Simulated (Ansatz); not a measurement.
**Al2O3 (Corundum, R-3c): zone-centre modes under pressure**

Aim: how do the optical modes of Al2O3 (Corundum, R-3c) move with volume?

Method: DFT LDA, scalar-relativistic, plane waves, PAW; PAW set soft_1, in Ansatz 0.2.0.

### 1. Set-up

It takes space group R-3c (No. 167, trigonal). Conventional cell: a = 4.760 Å, b = 4.760 Å, c = 12.996 Å, α = 90.00°, β = 90.00°, γ = 120.00°. Nearest to O lie 4 Al at 1.85 to 1.97 Å. Al has 6 O at 1.85 to 1.97 Å nearest. Farther neighbours and most contacts between anions are not listed.

Coordinates:

```cif
data_structure
_symmetry_space_group_name_H-M 'R-3c:H'
_symmetry_Int_Tables_number 167
_cell_length_a 4.7605
_cell_length_b 4.7605
_cell_length_c 12.9956
_cell_angle_alpha 90.000
_cell_angle_beta 90.000
_cell_angle_gamma 120.000
_cell_volume 255.05
loop_
_atom_site_label
_atom_site_type_symbol
_atom_site_symmetry_multiplicity
_atom_site_Wyckoff_symbol
_atom_site_fract_x
_atom_site_fract_y
_atom_site_fract_z
_atom_site_occupancy
O1 O 18 e 0.64001 0.66667 0.41667 1
Al1 Al 12 c 0.66667 0.33333 0.18549 1
```

### 2. Bringing the structure to rest

Harmonic phonons are second derivatives at a point where the forces vanish, and they are wanted at zero stress, so atoms and cell are relaxed first.

input.yaml reads:

```yaml
crystal:
  lattice:
    - [2.38025, 1.3742379782, 4.3318666667]
    - [-2.38025, 1.3742379782, 4.3318666667]
    - [0.0, -2.7484759565, 4.3318666667]
  atoms:
    - { symbol: O, position: [0.55668, 0.94332, 0.25] }
    - { symbol: O, position: [0.25, 0.55668, 0.94332] }
    - { symbol: O, position: [0.94332, 0.25, 0.55668] }
    - { symbol: O, position: [0.44332, 0.05668, 0.75] }
    - { symbol: O, position: [0.75, 0.44332, 0.05668] }
    - { symbol: O, position: [0.05668, 0.75, 0.44332] }
    - { symbol: Al, position: [0.35216, 0.35216, 0.35216] }
    - { symbol: Al, position: [0.14784, 0.14784, 0.14784] }
    - { symbol: Al, position: [0.64784, 0.64784, 0.64784] }
    - { symbol: Al, position: [0.85216, 0.85216, 0.85216] }
kpoints:
  mp_grid: { grid: [6, 6, 6] }
hamiltonian:
  xc: lda
  pseudopotentials: { kind: paw, azcp: { folder: soft_1 }, xc_functional: pbe }
scf:
  occupations: { method: gaussian, width: 0.02 }
output:
  forces: true
  stress: true
  eigenvalues: true
relax:
  adjacent_minimum: "off"
  f_tol: 0.005
  max_steps: 80
  cell: { stress_tol: 0.05 }
```

On the command line:

```sh
ansatz run input.yaml --threads 8 --pin off --max-ram 20480MiB --backend cpu --events-out ev --progress --plain --runs-dir out
```

Numbers of over 12 decimals in the logs are rounded to 6 here.

Log:

```text
Engine: ansatz 0.2.0, aarch64-unknown-linux-gnu
Pseudopotentials: kind: paw
Pseudopotential: O, paw, valence charge 6, recommended cutoff 420 eV (normal), soft_1/O.paw.azcp
Pseudopotential: Al, paw, valence charge 3, recommended cutoff 420 eV (normal), soft_1/Al.paw.azcp
Functional definition: SPW92
  exchange = slater_x
  correlation = pw_c
Crystal: 10 atoms, lattice volume = 85.018 Å³
Basis set: ecut = 420 eV, 1653 PW (Γ)
Bands: 34, of which v1, the nominal top of the filled ones, is band 24 counted from 1 (23 counted from 0)
Symmetry: 12 space group operations
Space group: R-3c (ITA 167), of the structure as read, at distance tolerance 4.4e-5 Å
k-points: 32 of 216
Non-local potential: O, projectors of the file, l = 0: 2, l = 1: 2, l = 2: 1
Non-local potential: Al, projectors of the file, l = 0: 2, l = 1: 2, l = 2: 1
PAW form: soft (Blöchl's): semilocal exchange-correlation on the pseudo side does not see the compensation charge
PAW frozen core: O, regenerated for the run's functional, and the local potential with it (the file was generated under x = pbe(κ = 0.804, μ = 0.219515), c = pbe(β = 0.066725))
PAW frozen core: Al, regenerated for the run's functional, and the local potential with it (the file was generated under x = pbe(κ = 0.804, μ = 0.219515), c = pbe(β = 0.066725))
PAW one-centre angular grid: O, 110 points (default); XC on 64 Gauss nodes
PAW one-centre angular grid: Al, 110 points (default); XC on 64 Gauss nodes
Initial density: superposition of atomic densities (chi_scale 0.1, normalization cell, long waves kept (reshape's long-wave potential 0.00 eV rms))
Initial wavefunctions: pseudopotential atomic-orbital guess
Functional: x = slater, c = lda
SCF iter   1: F=—  HF=-5403.419213 eV  |F-HF|=—  |Δ(HF+E_count)|=         —  Δρ=1.19e-1  dr2=1.13e1  ethr=3.10e-3  ⟨swp⟩=7.0  Hψ=5354  notcnv=0  defer=3
preconditioner: auto → Resta (q_TF=auto, 2.480 Å⁻¹)  ε∞=3.3  [insulator: Δε(μ)=7.220 eV  Ē_g=18.274 eV  σ=0.020 eV  W_gap=1.00  n_scr=20 (ndim 8)  ℏωp=27.9 eV  f_vac=0.000  D(μ)=0.00/eV (n_scr^D=0)  ε∞_Penn≈3.3]
SCF iter   2: F=—  HF=-5400.122908 eV  |F-HF|=—  |Δ(HF+E_count)|=    3.30e0  Δρ=4.10e-2  dr2=6.84e-1  ethr=3.10e-3  ⟨swp⟩=3.0  Hψ=2437  notcnv=0  defer=123
SCF iter   3: F=—  HF=-5399.920813 eV  |F-HF|=—  |Δ(HF+E_count)|=   2.02e-1  Δρ=2.01e-2  dr2=1.95e-1  ethr=1.43e-3  ⟨swp⟩=1.9  Hψ=1073  notcnv=0  defer=123
SCF iter   4: F=—  HF=-5399.858846 eV  |F-HF|=—  |Δ(HF+E_count)|=   6.20e-2  Δρ=1.28e-3  dr2=7.07e-4  ethr=4.07e-4  ⟨swp⟩=2.8  Hψ=1558  notcnv=0  defer=123
SCF iter   5: F=—  HF=-5399.858926 eV  |F-HF|=—  |Δ(HF+E_count)|=   8.02e-5  Δρ=1.29e-4  dr2=2.00e-5  ethr=1.47e-6  ⟨swp⟩=2.2  Hψ=1603  notcnv=0  defer=123
SCF iter   6: F=—  HF=-5399.858927 eV  |F-HF|=—  |Δ(HF+E_count)|=   9.92e-7  Δρ=3.32e-5  dr2=9.79e-7  ethr=4.16e-8  ⟨swp⟩=2.5  Hψ=1843  notcnv=0  defer=123
SCF iter   7: F=-5399.858927 eV  HF=-5399.858927 eV  |F-HF|=2.34e-9  |Δ(HF+E_count)|=   7.84e-8  Δρ=4.14e-6  dr2=1.09e-8  ethr=2.08e-10  ⟨swp⟩=12.0  Hψ=5806  notcnv=0
SCF 1 converged in 7 iterations: F = -5399.858927 eV  dr2 = 1.09e-8
  greatest PAW one-centre occupation: 0.852 electrons in one spin orbital (limit 2), on the O atom at site 5 (counted from 0), in its partial waves of l = 0
relax step   1: F+E_penalty+E_count = -5399.85892712 eV  Δ(F+E_penalty+E_count) = +0.000e0 eV  max|allowed force component| = 1.178e-1 eV/Å  Δτ_max = 0.0000 Å  P = -5.365 GPa  Ω = 85.018 Å³  (7 SCF iters, dr2 threshold 1.00e-7 eV, accepted)
Crystal: 10 atoms, lattice volume = 84.225 Å³
Basis set: ecut = 420 eV, 1629 PW (Γ)
Initial density: handed on by an earlier stage of this run
Initial wavefunctions: those handed on with the density
iter 1 solved again at ethr=7.90e-6 eV; its pass at ethr=3.10e-3 eV (dr2=3.79e-3 eV) is discarded
SCF iter   1: F=—  HF=-5399.885478 eV  |F-HF|=—  |Δ(HF+E_count)|=         —  Δρ=2.31e-3  dr2=3.77e-3  ethr=7.90e-6  ⟨swp⟩=2.4  Hψ=4379  notcnv=0
preconditioner: auto → Resta (q_TF=auto, 2.484 Å⁻¹)  ε∞=3.6  [insulator: Δε(μ)=6.289 eV  Ē_g=17.449 eV  σ=0.020 eV  W_gap=1.00  n_scr=20 (ndim 8)  ℏωp=28.0 eV  f_vac=0.000  D(μ)=0.00/eV (n_scr^D=0)  ε∞_Penn≈3.6]
SCF iter   2: F=—  HF=-5399.884298 eV  |F-HF|=—  |Δ(HF+E_count)|=   1.18e-3  Δρ=5.73e-4  dr2=2.61e-4  ethr=7.86e-6  ⟨swp⟩=2.0  Hψ=1978  notcnv=0
SCF iter   3: F=—  HF=-5399.884201 eV  |F-HF|=—  |Δ(HF+E_count)|=   9.74e-5  Δρ=2.75e-4  dr2=7.07e-5  ethr=5.44e-7  ⟨swp⟩=1.0  Hψ=1088  notcnv=0
SCF iter   4: F=—  HF=-5399.884175 eV  |F-HF|=—  |Δ(HF+E_count)|=   2.60e-5  Δρ=3.74e-5  dr2=1.30e-6  ethr=1.47e-7  ⟨swp⟩=2.5  Hψ=1881  notcnv=0
SCF iter   5: F=-5399.884175 eV  HF=-5399.884175 eV  |F-HF|=1.29e-8  |Δ(HF+E_count)|=   9.42e-8  Δρ=6.32e-6  dr2=2.94e-8  ethr=2.08e-9  ⟨swp⟩=6.6  Hψ=4757  notcnv=0
SCF 2 converged in 5 iterations: F = -5399.884175 eV  dr2 = 2.94e-8
relax step   2: F+E_penalty+E_count = -5399.88417485 eV  Δ(F+E_penalty+E_count) = -2.525e-2 eV  max|allowed force component| = 7.692e-2 eV/Å  Δτ_max = 0.0030 Å  P = -3.005 GPa  Ω = 84.225 Å³  energy of the carried Pulay correction = +3.510e-3 eV  (5 SCF iters, dr2 threshold 1.00e-6 eV, accepted)
Crystal: 10 atoms, lattice volume = 83.254 Å³
Basis set: ecut = 420 eV, 1593 PW (Γ)
iter 1 solved again at ethr=1.11e-5 eV; its pass at ethr=3.10e-3 eV (dr2=5.31e-3 eV) is discarded
SCF iter   1: F=—  HF=-5399.900014 eV  |F-HF|=—  |Δ(HF+E_count)|=         —  Δρ=2.76e-3  dr2=5.20e-3  ethr=1.11e-5  ⟨swp⟩=2.4  Hψ=4369  notcnv=0
preconditioner: auto → Resta (q_TF=auto, 2.489 Å⁻¹)  ε∞=3.6  [insulator: Δε(μ)=6.445 eV  Ē_g=17.593 eV  σ=0.020 eV  W_gap=1.00  n_scr=20 (ndim 8)  ℏωp=28.2 eV  f_vac=0.000  D(μ)=0.00/eV (n_scr^D=0)  ε∞_Penn≈3.6]
SCF iter   2: F=—  HF=-5399.898356 eV  |F-HF|=—  |Δ(HF+E_count)|=   1.66e-3  Δρ=6.13e-4  dr2=2.76e-4  ethr=1.08e-5  ⟨swp⟩=2.1  Hψ=1979  notcnv=0
SCF iter   3: F=—  HF=-5399.898242 eV  |F-HF|=—  |Δ(HF+E_count)|=   1.14e-4  Δρ=3.04e-4  dr2=7.71e-5  ethr=5.75e-7  ⟨swp⟩=1.0  Hψ=1088  notcnv=0
SCF iter   4: F=—  HF=-5399.898212 eV  |F-HF|=—  |Δ(HF+E_count)|=   3.03e-5  Δρ=4.03e-5  dr2=1.45e-6  ethr=1.61e-7  ⟨swp⟩=2.1  Hψ=1847  notcnv=0
SCF iter   5: F=-5399.898212 eV  HF=-5399.898212 eV  |F-HF|=1.70e-8  |Δ(HF+E_count)|=   9.28e-8  Δρ=6.82e-6  dr2=3.35e-8  ethr=2.08e-9  ⟨swp⟩=6.5  Hψ=4784  notcnv=0
SCF 3 converged in 5 iterations: F = -5399.898212 eV  dr2 = 3.35e-8
relax step   3: F+E_penalty+E_count = -5399.89821175 eV  Δ(F+E_penalty+E_count) = -1.404e-2 eV  max|allowed force component| = 5.870e-2 eV/Å  Δτ_max = 0.0015 Å  P = +0.016 GPa  Ω = 83.254 Å³  energy of the carried Pulay correction = +7.851e-3 eV  (5 SCF iters, dr2 threshold 1.00e-6 eV, accepted)
[...]
relax step   4: F+E_penalty+E_count = -5399.89852533 eV  Δ(F+E_penalty+E_count) = -3.136e-4 eV  max|allowed force component| = 3.239e-2 eV/Å  Δτ_max = 0.0016 Å  P = +0.035 GPa  Ω = 83.244 Å³  energy of the carried Pulay correction = +7.894e-3 eV  (3 SCF iters, dr2 threshold 2.15e-7 eV, accepted)
[...]
relax step   5: F+E_penalty+E_count = -5399.89860116 eV  Δ(F+E_penalty+E_count) = -7.583e-5 eV  max|allowed force component| = 5.433e-4 eV/Å  Δτ_max = 0.0019 Å  P = +0.003 GPa  Ω = 83.254 Å³  energy of the carried Pulay correction = +7.852e-3 eV  (4 SCF iters, dr2 threshold 6.56e-8 eV, accepted)
[...]
relax step   6: F+E_penalty+E_count = -5399.89150735 eV  Δ(F+E_penalty+E_count) = +7.094e-3 eV  max|allowed force component| = 3.701e-4 eV/Å  Δτ_max = 0.0000 Å  P = -0.157 GPa  Ω = 83.254 Å³  stress off target by 1.89e-1 GPa  SCF on the basis re-selected at this cell (its energy is not comparable with the rows above)  (5 SCF iters)
[...]
relax step   7: F+E_penalty+E_count = -5399.89175647 eV  Δ(F+E_penalty+E_count) = -2.491e-4 eV  max|allowed force component| = 7.798e-5 eV/Å  Δτ_max = 0.0001 Å  P = -0.003 GPa  Ω = 83.204 Å³  energy of the carried Pulay correction = +2.231e-4 eV  (4 SCF iters, dr2 threshold 8.94e-8 eV, accepted)
iter 1 solved again at ethr=2.87e-8 eV; its pass at ethr=3.10e-3 eV (dr2=1.38e-5 eV) is discarded
SCF iter   1: F=—  HF=-5399.891478 eV  |F-HF|=—  |Δ(HF+E_count)|=         —  Δρ=7.89e-6  dr2=9.92e-9  ethr=2.87e-8  ⟨swp⟩=3.5  Hψ=9082  notcnv=0
preconditioner: auto → Resta (q_TF=auto, 2.489 Å⁻¹)  ε∞=3.6  [insulator: Δε(μ)=6.439 eV  Ē_g=17.590 eV  σ=0.020 eV  W_gap=1.00  n_scr=20 (ndim 8)  ℏωp=28.2 eV  f_vac=0.000  D(μ)=0.00/eV (n_scr^D=0)  ε∞_Penn≈3.6]
SCF iter   2: F=—  HF=-5399.891479 eV  |F-HF|=—  |Δ(HF+E_count)|=   1.55e-6  Δρ=3.66e-6  dr2=2.88e-9  ethr=2.07e-11  ⟨swp⟩=2.0  Hψ=1798  notcnv=0
SCF iter   3: F=—  HF=-5399.891479 eV  |F-HF|=—  |Δ(HF+E_count)|=  2.82e-10  Δρ=1.02e-6  dr2=3.70e-10  ethr=5.99e-12  ⟨swp⟩=2.0  Hψ=1654  notcnv=0
SCF iter   4: F=-5399.891479 eV  HF=-5399.891479 eV  |F-HF|=9.09e-13  |Δ(HF+E_count)|=  1.82e-11  Δρ=1.69e-7  dr2=2.30e-11  ethr=1.00e-12  ⟨swp⟩=5.5  Hψ=3926  notcnv=0
SCF 8 converged in 4 iterations: F = -5399.891479 eV  dr2 = 2.30e-11
  greatest PAW one-centre occupation: 0.852 electrons in one spin orbital (limit 2), on the O atom at site 4 (counted from 0), in its partial waves of l = 0
relax step   8: F+E_penalty+E_count = -5399.89147930 eV  Δ(F+E_penalty+E_count) = +2.772e-4 eV  max|allowed force component| = 7.274e-5 eV/Å  Δτ_max = 0.0000 Å  P = -0.006 GPa  Ω = 83.204 Å³  stress off target by 6.43e-3 GPa  SCF on the basis re-selected at this cell (its energy is not comparable with the rows above)  (4 SCF iters)
basis re-selected at this cell: Δ(F+E_penalty+E_count) = +2.772e-4 eV, ΔP = -0.003 GPa vs the last step (what re-selecting the basis moved, of the pressure what is left beyond the Pulay correction that the steps carried, after the strain that the cell walked since its last selection, with what the two solves' SCF thresholds leave and, on support functions, any second-order correction that the steps lacked; it is no m [...]
SCF converged after 4 iterations
Free energy (F): -5399.891479 eV
Harris-Foulkes:  -5399.891479 eV  (|F-HF|=9.09e-13)
Internal energy: -5399.891479 eV  (E = F + TS)
E sigma→0 (E₀):  -5399.891479 eV
Fermi energy:    10.849395 eV
--- Per-component energies (eV) ---
  E_band       = 60.727446
  E_kinetic    = 1138.309096
  E_local      = -1942.576629  (includes V_loc(G=0)·N_el)
  E_nonlocal   = 367.126993
  E_hartree    = 731.806841
  E_xc         = -584.584917
  E_vxc        = -677.523527  (∫ρ·V_xc dr)
  E_paw        = -2696.666058  (= ΣΔE_a)
  E_vpaw       = -288.227014  (= ΣTr[D̂ρ^β])
  E_aug_tail   = 0.004889  (compensation charges beyond the density's cutoff)
  E_ewald      = -2414.116089
  E_core_change = 0.804395  (= ΣΔE_core)
  E_smearing   = -0.000000  (= −TS)
  E_closure    = -0.000000  (closes the sum)
  Σ components = -5399.891479   (vs F -5399.891479, Δ=0.00e0)
--- Forces (eV/Å), atoms counted from 1 ---
  atom   1  O      0.00007274     0.00000000     0.00000000
  atom   2  O     -0.00003637     0.00006299     0.00000000
  atom   3  O     -0.00003637    -0.00006299    -0.00000000
  atom   4  O     -0.00007274    -0.00000000     0.00000000
  atom   5  O      0.00003637    -0.00006299    -0.00000000
  atom   6  O      0.00003637     0.00006299     0.00000000
  atom   7  Al     0.00000000    -0.00000000     0.00001522
  atom   8  Al     0.00000000     0.00000000    -0.00001522
  atom   9  Al     0.00000000     0.00000000    -0.00001522
  atom  10  Al    -0.00000000    -0.00000000     0.00001522
  max |Σ_I F_I| component: 4.63e-18 eV/Å
--- Stress (GPa, compression-positive) ---
       -0.005326      -0.000000      -0.000000
       -0.000000      -0.005326       0.000000
       -0.000000       0.000000      -0.006430
  P = ⅓ Tr σ = -0.0057 GPa (-0.057 kbar)
--- Band table (eV; the first three rows and the last of 32) ---
  k-point 0: bands = [... 20 lower, 7.1061, 7.5886, 7.5886, 7.6298, 14.0690, 16.7536, 18.4505, 19.2060, ... 6 higher]
  k-point 1: bands = [... 20 lower, 6.9092, 7.2731, 7.5458, 7.5762, 14.6835, 17.2614, 18.0215, 18.7490, ... 6 higher]
  k-point 2: bands = [... 20 lower, 6.7465, 7.0605, 7.3894, 7.4343, 15.9622, 17.4917, 17.7439, 18.2410, ... 6 higher]
  k-point 31: bands = [... 20 lower, 7.2356, 7.2356, 7.2356, 7.2356, 16.4052, 16.4052, 18.6719, 18.6719, ... 6 higher]
--- Relaxed structure (6 steps of the walk, 6 accepted, 2 SCFs on fresh bases) ---
  F+E_penalty+E_count = -5399.89147930 eV   max|allowed force component| = 7.274e-5 eV/Å   (the final SCF, on the basis selected at the relaxed cell)
  cell:  # Å, volume = 83.2043 Å³
    - [2.364341, 1.365053, 4.296697]
    - [-2.364341, 1.365053, 4.296697]
    - [0, -2.730106, 4.296697]
  atoms:
    - { symbol: O, position: [0.555830, 0.944170, 0.250000] }
    - { symbol: O, position: [0.25, 0.555830, 0.944170] }
    - { symbol: O, position: [0.944170, 0.250000, 0.555830] }
    - { symbol: O, position: [0.444170, 0.055830, 0.750000] }
    - { symbol: O, position: [0.750000, 0.444170, 0.055830] }
    - { symbol: O, position: [0.055830, 0.750000, 0.444170] }
    - { symbol: Al, position: [0.351980, 0.351980, 0.351980] }
    - { symbol: Al, position: [0.148020, 0.148020, 0.148020] }
    - { symbol: Al, position: [0.648020, 0.648020, 0.648020] }
    - { symbol: Al, position: [0.851980, 0.851980, 0.851980] }
```

The job ended after 12 s (8 threads of Arm Neoverse N1, shared host; peak memory 0.48 GiB).

The steps of the relaxation:

```
step  energy less that of the first step (eV)  largest force component (eV/Å)  pressure (GPa)  volume (Å³)
   1                                   0.0000                          0.1178           -5.36        85.02
   2                                  -0.0252                          0.0769           -3.01        84.22
   3                                  -0.0393                          0.0587            0.02        83.25
   4                                  -0.0396                          0.0324            0.04        83.24
   5                                  -0.0397                          0.0005            0.00        83.25
  6*                                  -0.0326                          0.0004           -0.16        83.25
   7                                  -0.0328                          0.0001            0.00        83.20
  8*                                  -0.0326                          0.0001           -0.01        83.20
```

Relaxation steps marked * repeat the geometry before them on a plane-wave basis chosen anew for their cell, so energy and pressure can jump there.

Forces are held to the 12 operations that the run works with; a distortion that breaks them can't arise in this run.

```
conventional cell, symmetrised  before   after  change
                         a (Å)   4.760   4.729  -0.7 %
                         b (Å)   4.760   4.729  -0.7 %
                         c (Å)  12.996  12.890  -0.8 %
              volume (Å³/atom)    8.50    8.32  -2.1 %
```

Final coordinates:

```cif
data_structure
_symmetry_space_group_name_H-M 'P 1'
_symmetry_Int_Tables_number 1
_cell_length_a 5.0907
_cell_length_b 5.0907
_cell_length_c 5.0907
_cell_angle_alpha 55.349
_cell_angle_beta 55.349
_cell_angle_gamma 55.349
_cell_volume 83.20
loop_
_atom_site_label
_atom_site_type_symbol
_atom_site_fract_x
_atom_site_fract_y
_atom_site_fract_z
_atom_site_occupancy
O1 O 0.55583 0.94417 0.25000 1
O2 O 0.25000 0.55583 0.94417 1
O3 O 0.94417 0.25000 0.55583 1
O4 O 0.44417 0.05583 0.75000 1
O5 O 0.75000 0.44417 0.05583 1
O6 O 0.05583 0.75000 0.44417 1
Al7 Al 0.35198 0.35198 0.35198 1
Al8 Al 0.14802 0.14802 0.14802 1
Al9 Al 0.64802 0.64802 0.64802 1
Al10 Al 0.85198 0.85198 0.85198 1
```

This step gave:

```
pressure          : -0.005694 GPa
gap on the k-mesh : 6.439 eV
volume per atom   : 8.320 Å³
```

In this step the volume went from 8.50 to 8.32 Å³/atom.

### 3. Tight relaxation

Phonons need small forces and stress, so the relaxation is finished with tight tolerances on 6×6×6 k points.

input.yaml reads:

```yaml
crystal:
  lattice:
    - [2.3643413928, 1.3650531396, 4.2966967113]
    - [-2.3643413928, 1.3650531396, 4.2966967113]
    - [0.0, -2.7301062792, 4.2966967113]
  atoms:
    - { symbol: O, position: [0.5558304384, 0.9441695616, 0.25] }
    - { symbol: O, position: [0.25, 0.5558304384, 0.9441695616] }
    - { symbol: O, position: [0.9441695616, 0.25, 0.5558304384] }
    - { symbol: O, position: [0.4441695616, 0.0558304384, 0.75] }
    - { symbol: O, position: [0.75, 0.4441695616, 0.0558304384] }
    - { symbol: O, position: [0.0558304384, 0.75, 0.4441695616] }
    - { symbol: Al, position: [0.3519802946, 0.3519802946, 0.3519802946] }
    - { symbol: Al, position: [0.1480197054, 0.1480197054, 0.1480197054] }
    - { symbol: Al, position: [0.6480197054, 0.6480197054, 0.6480197054] }
    - { symbol: Al, position: [0.8519802946, 0.8519802946, 0.8519802946] }
kpoints:
  mp_grid: { grid: [6, 6, 6] }
hamiltonian:
  xc: lda
  pseudopotentials: { kind: paw, azcp: { folder: soft_1 }, xc_functional: pbe }
scf:
  occupations: { method: fixed }
output:
  forces: true
  stress: true
  eigenvalues: true
relax:
  adjacent_minimum: "off"
  f_tol: 0.001
  max_steps: 60
  cell: { stress_tol: 0.01 }
```

Log:

```text
[...]
Crystal: 10 atoms, lattice volume = 83.204 Å³
Basis set: ecut = 420 eV, 1593 PW (Γ)
Bands: 34, of which v1, the nominal top of the filled ones, is band 24 counted from 1 (23 counted from 0)
Symmetry: 12 space group operations
[...]
k-points: 32 of 216
[...]
- { symbol: O, position: [0.944170, 0.250000, 0.5558304384] }
    - { symbol: O, position: [0.4441695616, 0.055830, 0.75] }
    - { symbol: O, position: [0.75, 0.444170, 0.055830] }
    - { symbol: O, position: [0.055830, 0.75, 0.444170] }
    - { symbol: Al, position: [0.351980, 0.351980, 0.351980] }
    - { symbol: Al, position: [0.1480197054, 0.1480197054, 0.1480197054] }
    - { symbol: Al, position: [0.648020, 0.648020, 0.648020] }
    - { symbol: Al, position: [0.851980, 0.851980, 0.851980] }
[key lines of the parts left out:]
SCF converged after 5 iterations
Free energy (F): -5399.891479 eV
Fermi energy:    7.629810 eV
P = ⅓ Tr σ = -0.0057 GPa (-0.057 kbar)
```

It took 3.4 s on 8 threads; peak memory 0.47 GiB.

Little changed from the start: no atom moved by 0.005 Å and no cell edge by 0.1 %.

Numbers from this step:

* pressure: -0.005686 GPa

The largest force component left is 0.073 meV/Å and the pressure is -0.006 GPa, within the tolerances set. The cell now holds 8.32 Å³/atom.

[end of part 1 of 4]

[Logs are printed without paths, hosts, clocks, repeated set-up lines and the standing remarks that a program may print on its own settings, such as how far it seeks lower states.]

[Hosts, paths, dates, database ids (printed as entryN), source tags and the programs' standing remarks are cut or masked in the printed files.]
